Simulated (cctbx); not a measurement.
**ZrNiB2 with cctbx, script by script**

Library: cctbx 2025.11. The data are simulated by the first script.

## 1. Simulate the data

run.py:

```python
from cctbx import adptbx, crystal, miller, sgtbx, xray
from cctbx.array_family import flex
from iotbx.shelx import hklf
from scitbx import matrix
import scitbx.random

cs = crystal.symmetry(unit_cell=(6.45, 3.213, 8.627, 90, 90, 90), space_group_symbol='Hall: -P 2ac 2n')  # Pnma
atoms = [  # label, site, U (iso, or U11 U22 U33 U12 U13 U23 in A^2), occupancy
    ("Zr1", (0.367, 0.75, 0.3698), 0.0079, 1),
    ("Ni1", (0.5049, 0.75, 0.8856), 0.0073, 1),
    ("B1", (0.3267, 0.75, 0.6721), 0.0110, 1),
    ("B2", (0.2557, 0.75, 0.077), 0.0127, 1),
]
xs = xray.structure(crystal_symmetry=cs)
for label, site, u, occ in atoms:
    u = adptbx.u_cif_as_u_star(cs.unit_cell(), u) if isinstance(u, tuple) else u
    xs.add_scatterer(xray.scatterer(label, site=site, u=u, occupancy=occ))
xs.set_inelastic_form_factors(0.71073, "sasaki")
xs.show_summary()
p1 = xs.expand_to_p1()
ms = miller.build_set(p1, anomalous_flag=True, d_min=0.7)
flex.set_random_seed(666486)
scitbx.random.set_random_seed(666486)
ms = ms.select(flex.random_double(ms.size()) < 0.7)
i = ms.structure_factors_from_scatterers(p1, algorithm="direct").f_calc().as_intensity_array().data()
i = i * 20000 / flex.max(i)
sig = flex.sqrt(i + flex.pow2(0.02 * i) + 2 ** 2)
noise = scitbx.random.variate(scitbx.random.normal_distribution())(i.size())
data = ms.array(data=i + sig * noise, sigmas=sig).set_observation_type_xray_intensity()
with open("data.hkl", "w") as f:
    data.export_as_shelx_hklf(f)
print("reflections written:", data.size(), " <I/sigma> = %.1f" % flex.mean(data.data() / data.sigmas()))
for h, a, b in list(data.sort("data"))[:12]:
    print("%4d%4d%4d %9.1f %7.1f" % (h + (a, b)))
```

```console
$ python run.py
```

```text
Number of scatterers: 4
At special positions: 4
Unit cell: (6.45, 3.213, 8.627, 90, 90, 90)
Space group: P n m a (No. 62)
reflections written: 1515  <I/sigma> = 16.4
   0   0  -4   20656.6   424.3
   0  -2   0   16701.8   358.6
   0   2   0   16586.5   358.6
   1   1  -2   13485.5   288.0
   1  -1  -2   13471.7   288.0
  -1   1   2   13458.8   288.0
  -1   1  -2   13298.7   288.0
   1   1   2   13069.0   288.0
  -1  -1  -2   13030.6   288.0
   1  -1   2   13029.3   288.0
   0  -2   4   10550.3   233.1
   0  -2  -4   10529.5   233.1
```

It took 0.22 s on 1 thread of Intel(R) Xeon(R) CPU @ 2.60GHz (Ice Lake) (shared host), peak memory 0.07 GiB.

## 2. Symmetry

run.py:

```python
from cctbx import crystal, sgtbx, statistics
from cctbx.array_family import flex
from iotbx.shelx import hklf

p1 = crystal.symmetry(unit_cell=(6.45, 3.213, 8.627, 90, 90, 90), space_group_symbol="P 1")
raw = hklf.reader(file_name="data.hkl").as_miller_arrays(crystal_symmetry=p1, anomalous=True)[0]
print(raw.size(), "reflections to d = %.3f A" % raw.d_min())
isig = raw.data() / raw.sigmas()
print("centring   violations  <I/sigma> of those")
best = "P"
for c in "ABCIRF":
    a = raw.customized_copy(space_group_info=sgtbx.space_group_info("Hall: %s 1" % c)).sys_absent_flags().data()
    m = flex.mean(isig.select(a))
    print("%5s %10d of %5d %8.1f" % (c, (isig.select(a) > 4).count(True), a.count(True), m))
    if (isig.select(a) > 4).count(True) < 0.01 * a.count(True):
        best = c
raw = raw.select(~raw.customized_copy(space_group_info=sgtbx.space_group_info("Hall: %s 1" % best)).sys_absent_flags().data())
isig = raw.data() / raw.sigmas()
rows = []
for s in sgtbx.space_group_symbol_iterator():
    g = sgtbx.space_group(s)
    if g.conventional_centring_type_symbol() != best or not g.is_compatible_unit_cell(p1.unit_cell(), 1e-3, 0.02):
        continue
    rows.append((s, g))
print("Laue class    unique    Rint  (classes that these axes allow; Friedel mates merged)")
rint = {}
for s, g in rows:
    laue = g.build_derived_patterson_group()
    key = laue.type().hall_symbol()
    if key not in rint:
        m = raw.customized_copy(space_group_info=laue.info(), anomalous_flag=False).merge_equivalents()
        rint[key] = m.r_int()
        print("%-14s %6d %7.3f" % (laue.type().lookup_symbol(), m.array().size(), m.r_int()))
floor = min(rint.values())
good = [(s, g) for s, g in rows if rint[g.build_derived_patterson_group().type().hall_symbol()] < 2 * floor + 0.03]
top = max(g.build_derived_patterson_group().order_z() for s, g in good)
print("space group    extra absences  I>4sigma  <I/sigma>")
for s, g in good:
    laue = g.build_derived_patterson_group()
    if laue.order_z() != top:
        continue
    a = raw.customized_copy(space_group_info=g.info()).sys_absent_flags().data()
    a &= ~raw.customized_copy(space_group_info=laue.info()).sys_absent_flags().data()
    bad = (isig.select(a) > 4).count(True)
    if bad <= 0.03 * a.count(True):
        print("%-16s %8d %10d %9s  %s" % (s.universal_hermann_mauguin(), a.count(True), bad, "%.1f" % flex.mean(isig.select(a)) if a.count(True) else "-", "centric" if g.is_centric() else "acentric"))
laue = max(good, key=lambda t: t[1].build_derived_patterson_group().order_z())[1].build_derived_patterson_group()
f = raw.customized_copy(space_group_info=laue.info(), anomalous_flag=False).merge_equivalents().array().eliminate_sys_absent().f_sq_as_f()
f.set_observation_type_xray_amplitude()
bins = max(3, min(8, f.size() // 12))
f.setup_binner(n_bins=bins)
w = statistics.wilson_plot(f, {e: n / laue.order_z() for e, n in {'Zr': 4.0, 'Ni': 4.0, 'B': 8.0}.items()}, e_statistics=True)
print("Wilson B = %.2f A^2   <|E^2-1|> = %.3f (0.968 centric, 0.736 acentric)   E^2>4: %.1f %%" % (w.wilson_b, w.mean_e_sq_minus_1, w.percent_e_sq_gt_2))
print("shell (A)         n   <I/sigma>")
m = raw.customized_copy(space_group_info=laue.info(), anomalous_flag=False).merge_equivalents().array().eliminate_sys_absent()
for b in m.setup_binner(n_bins=bins).range_used():
    sel = m.binner().selection(b)
    print("%5.2f - %4.2f %6d %8.1f" % (min(m.binner().bin_d_range(b)[0] if m.binner().bin_d_range(b)[0] > 0 else 99, 99), m.binner().bin_d_range(b)[1], sel.count(True), flex.mean((m.data() / m.sigmas()).select(sel))))
```

```console
$ python run.py
```

```text
1515 reflections to d = 0.701 A
centring   violations  <I/sigma> of those
    A        542 of   748     15.3
    B        558 of   743     16.2
    C        594 of   771     17.0
    I        544 of   773     14.5
    R        797 of  1024     16.2
    F        847 of  1131     16.2
Laue class    unique    Rint  (classes that these axes allow; Friedel mates merged)
P -1             1000   0.018
P 1 2/m 1         620   0.020
P 1 1 2/m         568   0.021
P 2/m 1 1         578   0.020
P m m m           358   0.022
space group    extra absences  I>4sigma  <I/sigma>
P 2 2 2                 0          0         -  acentric
P 2 2 21               10          0       0.3  acentric
P 21 2 2                6          0      -0.0  acentric
P 2 21 2                4          0       0.7  acentric
P 21 21 2              10          0       0.2  acentric
P 2 21 21              14          0       0.4  acentric
P 21 2 21              16          0       0.2  acentric
P 21 21 21             20          0       0.3  acentric
P m m 2                 0          0         -  acentric
P 2 m m                 0          0         -  acentric
P m 2 m                 0          0         -  acentric
P 21 m a               43          0       0.1  acentric
P m 2 a                43          0       0.1  acentric
P n m 21               70          0      -0.0  acentric
P n 21 m               70          0      -0.0  acentric
P n 21 a              113          0       0.0  acentric
P m m m                 0          0         -  centric
P m m a                43          0       0.1  centric
P n m m :1             70          0      -0.0  centric
P n m m :2             70          0      -0.0  centric
P n m a               113          0       0.0  centric
Wilson B = 0.92 A^2   <|E^2-1|> = 0.877 (0.968 centric, 0.736 acentric)   E^2>4: 2.1 %
shell (A)         n   <I/sigma>
 8.63 - 1.40     57     34.3
 1.40 - 1.11     40     35.1
 1.11 - 0.97     49     34.3
 0.97 - 0.88     45     32.9
 0.88 - 0.82     40     27.0
 0.82 - 0.77     42     28.0
 0.77 - 0.73     46     26.4
 0.73 - 0.70     39     23.1
```

Time: 0.39 s.

## 3. Charge flipping

run.py:

```python
import itertools
from cctbx import crystal, maptbx
from cctbx.array_family import flex
from iotbx.shelx import hklf
from smtbx.ab_initio import charge_flipping as cf

cs = crystal.symmetry(unit_cell=(6.45, 3.213, 8.627, 90, 90, 90), space_group_symbol='Hall: -P 2ac 2n')  # Pnma
raw = hklf.reader(file_name="data.hkl").as_miller_arrays(crystal_symmetry=cs, anomalous=True)[0]
merged = raw.eliminate_sys_absent().merge_equivalents()
fo2 = merged.array().set_observation_type_xray_intensity()
f = fo2.average_bijvoet_mates().f_sq_as_f().resolution_filter(d_min=0.8)
p1 = f.expand_to_p1()
p1.setup_binner_counting_sorted(reflections_per_bin=max(40, p1.size() // 12))
work = p1.array(data=p1.data() / p1.amplitude_quasi_normalisations().data())
flex.set_random_seed(81891)
it = cf.weak_reflection_improved_iterator(delta=None, weak_reflection_fraction=0.2)
it.start(work, phases=flex.random_double(p1.size()) * 6.2832, f_000=0)
it.delta = 1.2 * it.rho_map.sigma()
print("cycle      R  skewness")
for n, st in enumerate(itertools.islice(it, 100)):
    if n % 8 == 0:
        print("%5d %6.3f %8.2f" % (n, st.r1_factor(), st.rho_map.skewness()))
rho = p1.phase_transfer(it.f_calc).fft_map().apply_volume_scaling()
polish = cf.low_density_elimination_iterator(constant_rho_c=rho.sigma())
polish.start(f_obs=p1, phases=it.f_calc, f_000=0)
for _ in range(8):
    next(polish)
print("origin shift          correlation  skewness")
maps = []
for fc, shift, cc in itertools.islice(cf.f_calc_symmetrisations(f, polish.f_calc, 0), 4):
    m = f.phase_transfer(fc).fft_map(symmetry_flags=maptbx.use_space_group_symmetry, resolution_factor=0.25).apply_sigma_scaling()
    maps.append((m.skewness(), cc, m))
    print("%6.3f %6.3f %6.3f %10.3f %9.2f" % (tuple(shift) + (cc, m.skewness())))
skew, cc, m = max((t for t in maps if t[1] > maps[0][1] - 0.04), key=lambda t: t[0])
print("taken: symmetry correlation %.3f, skewness %.2f" % (cc, skew))
peaks = m.peak_search(parameters=maptbx.peak_search_parameters(min_distance_sym_equiv=0.9, max_clusters=9)).all()
sps = cs.special_position_settings(min_distance_sym_equiv=0.5)
print("peak      x       y       z  mult  height/sigma")
for k, (x, h) in enumerate(zip(peaks.sites(), peaks.heights())):
    ss = sps.site_symmetry(x)
    print("Q%-3d %7.4f %7.4f %7.4f %4d %8.1f" % ((k + 1,) + tuple(t % 1 for t in ss.exact_site()) + (ss.multiplicity(), h)))
```

```console
$ python run.py
```

```text
cycle      R  skewness
    0  0.597     0.36
    8  0.513     1.95
   16  0.462     2.28
   24  0.441     2.38
   32  0.445     2.65
   40  0.438     2.53
   48  0.450     2.44
   56  0.438     2.37
   64  0.438     2.46
   72  0.448     2.41
   80  0.468     2.35
   88  0.431     2.53
   96  0.450     2.56
origin shift          correlation  skewness
 0.355  0.293  0.185      0.968      6.18
-0.017  0.270  0.191      0.880      2.45
 0.355  0.293  0.185      0.968      6.18
 0.344  0.280  0.404      0.878      2.60
taken: symmetry correlation 0.968, skewness 6.18
peak      x       y       z  mult  height/sigma
Q1    0.1338  0.2500  0.1242    4     13.5
Q2    0.9952  0.2500  0.6222    4     11.0
Q3    0.2105  0.2500  0.8257    4      1.2
Q4    0.0270  0.7500  0.8472    4      1.1
Q5    0.1257  0.7500  0.4966    4      1.1
Q6    0.1828  0.7500  0.6410    4      1.0
Q7    0.1406  0.7500  0.9402    4      1.0
Q8    0.1770  0.2500  0.6144    4      0.9
Q9    0.0796  0.2500  0.2562    4      0.9
```

Time: 0.28 s.

## 4. Refinement (model from the peaks)

run.py:

```python
import math
from cctbx import adptbx, crystal, maptbx, sgtbx, xray
from cctbx.array_family import flex
from cctbx.xray import observations
from iotbx.shelx import hklf
from scitbx.lstbx import normal_eqns_solving
from smtbx import absolute_structure, utils
from smtbx.refinement import constraints, least_squares

cs = crystal.symmetry(unit_cell=(6.45, 3.213, 8.627, 90, 90, 90), space_group_symbol='Hall: -P 2ac 2n')  # Pnma
atoms = [  # label, site, U (iso, or U11 U22 U33 U12 U13 U23 in A^2), occupancy
    ("Zr1", (0.1338, 0.25, 0.1242), 0.0200, 1),
    ("Ni1", (0.9952, 0.25, 0.6222), 0.0200, 1),
    ("B1", (0.2105, 0.25, 0.8257), 0.0200, 1),
    ("B2", (0.1257, 0.75, 0.4966), 0.0200, 1),
]
xs = xray.structure(crystal_symmetry=cs)
for label, site, u, occ in atoms:
    u = adptbx.u_cif_as_u_star(cs.unit_cell(), u) if isinstance(u, tuple) else u
    xs.add_scatterer(xray.scatterer(label, site=site, u=u, occupancy=occ))
xs.set_inelastic_form_factors(0.71073, "sasaki")
raw = hklf.reader(file_name="data.hkl").as_miller_arrays(crystal_symmetry=cs, anomalous=True)[0]
merged = raw.eliminate_sys_absent().merge_equivalents()
fo2 = merged.array().set_observation_type_xray_intensity()
print("Rint %.3f, %d unique reflections to %.2f A" % (merged.r_int(), fo2.size(), fo2.d_min()))
for sc in xs.scatterers():
    sc.flags.set_grad_site(True)
    sc.flags.set_grad_u_aniso(sc.flags.use_u_aniso())
    sc.flags.set_grad_u_iso(sc.flags.use_u_iso())
obs = fo2.as_xray_observations()
extra = {}
rep = constraints.reparametrisation(xs, [], utils.connectivity_table(xs), **extra)
ls = least_squares.crystallographic_ls(obs, rep, weighting_scheme=least_squares.mainstream_shelx_weighting(a=0, b=0))
print("cycle     R1     wR2    GooF  max shift (A)")
for cycle in range(6):
    ls.build_up()
    r1, wr2, goof = ls.r1_factor(cutoff_factor=2)[0], ls.wR2(), ls.goof()
    old = xs.sites_cart()
    normal_eqns_solving.levenberg_marquardt_iterations(ls, n_max_iterations=3, tau=0.0001, step_threshold=1e-7)
    big = flex.max((xs.sites_cart() - old).norms())
    print("%4d %7.4f %7.4f %7.3f %9.5f" % (cycle + 1, r1, wr2, goof, big))
    ls.build_up(objective_only=True)
    if abs(ls.wR2() - wr2) < 5e-5 and big < 5e-4:
        break
ls.build_up()
print("final R1 %.4f wR2 %.4f GooF %.3f  parameters %d  data/parameter %.1f" % (ls.r1_factor(cutoff_factor=2)[0], ls.wR2(), ls.goof(), ls.n_parameters, fo2.size() / ls.n_parameters))
cov = ls.covariance_matrix_and_annotations()
su = dict(zip(cov.annotations, (math.sqrt(max(v, 0)) for v in cov.matrix.matrix_packed_u_diagonal())))
a2 = cs.unit_cell().reciprocal_parameters()[0] ** -2
print("atom        x        y        z      Ueq    occ   su(xyz)  su(Uiso or U11)")
for sc in xs.scatterers():
    s = max(su.get(sc.label + k, 0) for k in (".x", ".y", ".z"))
    npd = "" if sc.is_positive_definite_u(cs.unit_cell()) else "  NPD"
    print("%-5s %8.5f %8.5f %8.5f %8.4f %6.3f %8.5f %7.4f%s" % ((sc.label,) + sc.site + (sc.u_iso_or_equiv(cs.unit_cell()), sc.occupancy, s, su.get(sc.label + ".uiso", su.get(sc.label + ".u11", 0) * a2), npd)))
fo = fo2.f_sq_as_f()
fc = fo.structure_factors_from_scatterers(xs, algorithm="direct").f_calc()
diff = fo.f_obs_minus_f_calc(1 / math.sqrt(ls.scale_factor()), fc).average_bijvoet_mates()
m = diff.fft_map(symmetry_flags=maptbx.use_space_group_symmetry, resolution_factor=0.25).apply_volume_scaling()
print("difference map: max %.2f min %.2f rms %.2f" % (m.statistics().max(), m.statistics().min(), m.statistics().sigma()))
peaks = m.peak_search(parameters=maptbx.peak_search_parameters(min_distance_sym_equiv=0.6, max_clusters=5)).all()
near = xs.closest_distances(peaks.sites(), distance_cutoff=4)
sps = cs.special_position_settings(min_distance_sym_equiv=0.5)
for k, (x, h) in enumerate(zip(peaks.sites(), peaks.heights())):
    ss = sps.site_symmetry(x)
    print("Q%-3d %7.4f %7.4f %7.4f %4d %7.2f  %.2f A from %s" % ((k + 1,) + tuple(t % 1 for t in ss.exact_site()) + (ss.multiplicity(), h, near.smallest_distances[k], xs.scatterers()[near.i_seqs[k]].label)))
```

```console
$ python run.py
```

```text
Rint 0.022, 314 unique reflections to 0.70 A
cycle     R1     wR2    GooF  max shift (A)
   1  0.2295  0.4524  19.778   0.24895
   2  0.0659  0.1606   7.019   0.65788
   3  0.0613  0.1547   6.762   0.16048
   4  0.0610  0.1540   6.732   0.03319
   5  0.0610  0.1537   6.718   0.00777
   6  0.0611  0.1535   6.709   0.00250
final R1 0.0612 wR2 0.1533 GooF 6.703  parameters 12  data/parameter 26.2
atom        x        y        z      Ueq    occ   su(xyz)  su(Uiso or U11)
Zr1    0.13310  0.25000  0.13007   0.0076  1.000  0.00020  0.0004
Ni1    0.99497  0.25000  0.61443   0.0068  1.000  0.00027  0.0005
B1     0.17183  0.25000  0.83002   0.0120  1.000  0.00261  0.0029
B2     0.23965  0.75000  0.43327   0.5262  1.000  0.06580  0.1991
difference map: max 13.20 min -1.33 rms 0.67
Q1    0.2442  0.2500  0.4221    4   13.34  1.61 A from B2
Q2    0.1202  0.2500  0.1521    4    2.37  0.21 A from Zr1
Q3    0.0158  0.2500  0.5758    4    1.14  0.36 A from Ni1
Q4    0.2481  0.2500  0.3011    4    1.09  1.65 A from Zr1
Q5    0.2472  0.2500  0.5480    4    1.08  1.73 A from Ni1
```

Time: 0.47 s.

Figures of merit this high mean that the model is still wrong or incomplete.

## 5. Refinement (anisotropic displacement)

run.py, as its changes from the last script of this kind:

```diff
@@ -12,4 +12,4 @@
-    ("Zr1", (0.1338, 0.25, 0.1242), 0.0200, 1),
-    ("Ni1", (0.9952, 0.25, 0.6222), 0.0200, 1),
-    ("B1", (0.2105, 0.25, 0.8257), 0.0200, 1),
-    ("B2", (0.1257, 0.75, 0.4966), 0.0200, 1),
+    ("Zr1", (0.1331, 0.25, 0.13007), 0.0076, 1),
+    ("Ni1", (0.99497, 0.25, 0.61443), 0.0068, 1),
+    ("B1", (0.17183, 0.25, 0.83002), 0.0120, 1),
+    ("B2", (0.23965, 0.75, 0.43327), 0.5262, 1),
@@ -21,0 +22 @@
+xs.convert_to_anisotropic()
@@ -35 +36 @@
-for cycle in range(6):
+for cycle in range(8):
@@ -39 +40 @@
-    normal_eqns_solving.levenberg_marquardt_iterations(ls, n_max_iterations=3, tau=0.0001, step_threshold=1e-7)
+    normal_eqns_solving.levenberg_marquardt_iterations(ls, n_max_iterations=3, tau=1e-06, step_threshold=1e-7)
@@ -60 +61 @@
-peaks = m.peak_search(parameters=maptbx.peak_search_parameters(min_distance_sym_equiv=0.6, max_clusters=5)).all()
+peaks = m.peak_search(parameters=maptbx.peak_search_parameters(min_distance_sym_equiv=0.6, max_clusters=6)).all()
```

```console
$ python run.py
```

```text
Rint 0.022, 314 unique reflections to 0.70 A
cycle     R1     wR2    GooF  max shift (A)
   1  0.0612  0.1533   6.841   0.12084
   2  0.0485  0.1364   6.086   0.01997
   3  0.0470  0.1346   6.006   0.00060
   4  0.0468  0.1341   5.983   0.00028
   5  0.0467  0.1339   5.974   0.00013
   6  0.0467  0.1338   5.969   0.00007
   7  0.0466  0.1337   5.966   0.00005
   8  0.0466  0.1337   5.963   0.00003
final R1 0.0466 wR2 0.1336 GooF 5.962  parameters 24  data/parameter 13.1
atom        x        y        z      Ueq    occ   su(xyz)  su(Uiso or U11)
Zr1    0.13308  0.25000  0.13012   0.0079  1.000  0.00018  0.0006
Ni1    0.99496  0.25000  0.61432   0.0073  1.000  0.00024  0.0008
B1     0.17157  0.25000  0.82917   0.0121  1.000  0.00239  0.0063
B2     0.24474  0.75000  0.42210   0.9745  1.000  0.00460  0.0125
difference map: max 10.56 min -2.87 rms 0.58
Q1    0.2441  0.2500  0.4223    4   10.68  1.61 A from B2
Q2    0.1139  0.2500  0.1536    4    1.63  0.24 A from Zr1
Q3    0.0306  0.2500  0.6208    4    0.92  0.24 A from Ni1
Q4    0.2487  0.2500  0.5519    4    0.91  1.72 A from Ni1
Q5    0.1350  0.7500  0.7246    4    0.88  1.70 A from Zr1
Q6    0.1404  0.2500  0.9215    4    0.88  0.74 A from B2
```

Run time: 0.51 s on 1 thread of Intel(R) Xeon(R) CPU @ 2.60GHz (Ice Lake) (shared host), peak memory 0.09 GiB.

Figures of merit this high mean that the model is still wrong or incomplete.

[Logs are printed without paths, hosts, clocks, repeated set-up lines and the standing remarks that a program may print on its own settings, such as how far it seeks lower states.]
